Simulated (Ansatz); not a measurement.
# Which metal contacts 1T-PtSe2? The Schottky-Mott estimate

If a metal and one layer of 1T-PtSe2 lined up by their vacuum levels alone, the barrier for electrons would be the work function less the affinity, and that for holes the ionisation energy less the work function. What does that give for common contact metals?

**Method.** Ansatz 0.2.0, plane waves with PAW datasets (its set soft_2), PBE. Layers: cell and atoms relaxed with a dispersion term, band edges read against the vacuum level. Here the gap is 1.36 eV, the ionisation energy 5.65 eV and the affinity 4.29 eV. Metals: relaxed slabs of 7 layers at the tabulated experimental lattice constant, Fermi-Dirac smearing of 0.1 eV, Ni with spin. Labels allow 0.1 eV either way.

The runs side by side:

```
   metal  work function (eV)  barrier for electrons (eV)  barrier for holes (eV)               by the rule
Sc(0001)                3.59                       −0.70                    2.06  no barrier for electrons
 Al(111)                4.03                       −0.26                    1.62  no barrier for electrons
Hf(0001)                4.33                        0.04                    1.32    at the conduction edge
Ti(0001)                4.37                        0.08                    1.28    at the conduction edge
 Ag(111)                4.49                        0.20                    1.16         favours electrons
 Mo(110)                4.56                        0.27                    1.09         favours electrons
 Cu(111)                4.82                        0.53                    0.83         favours electrons
  W(110)                4.84                        0.55                    0.81         favours electrons
Ru(0001)                5.01                        0.72                    0.64                   mid-gap
 Ni(111)                5.06                        0.77                    0.59                   mid-gap
 Pd(111)                5.24                        0.95                    0.41             favours holes
 Au(111)                5.27                        0.98                    0.38             favours holes
 Pt(111)                5.71                        1.42                   −0.06       at the valence edge
```

**Reading.** By the rule the Fermi level lies over the conduction edge for 2, inside the gap for 10 and under the valence edge for 1 of the 13 metals. The middle of the gap lies 4.97 eV under the vacuum level: metals with a smaller work function favour electrons, those with a larger one holes. Worked for Cu(111): 4.82 − 4.29 = 0.53 eV and 5.65 − 4.82 = 0.83 eV, which add up to the gap, 1.36 eV.

**Limits.** This is the limit without any interaction. A real contact lowers the metal's work function by compressing its electron tail, moves charge and can pin the Fermi level, so barriers at bonded contacts depend far less on the metal; van der Waals contacts come nearer to the rule. The layer is built from a prototype, and its stability was not tested. PBE gaps usually lie under quasiparticle gaps, which makes the two barriers together too small, and a missing barrier can be an artefact of that. Spin-orbit coupling is left out. The table is a selection: not every member that was run is listed.

[Logs are printed without paths, hosts, clocks, repeated set-up lines and the standing remarks that a program may print on its own settings, such as how far it seeks lower states.]
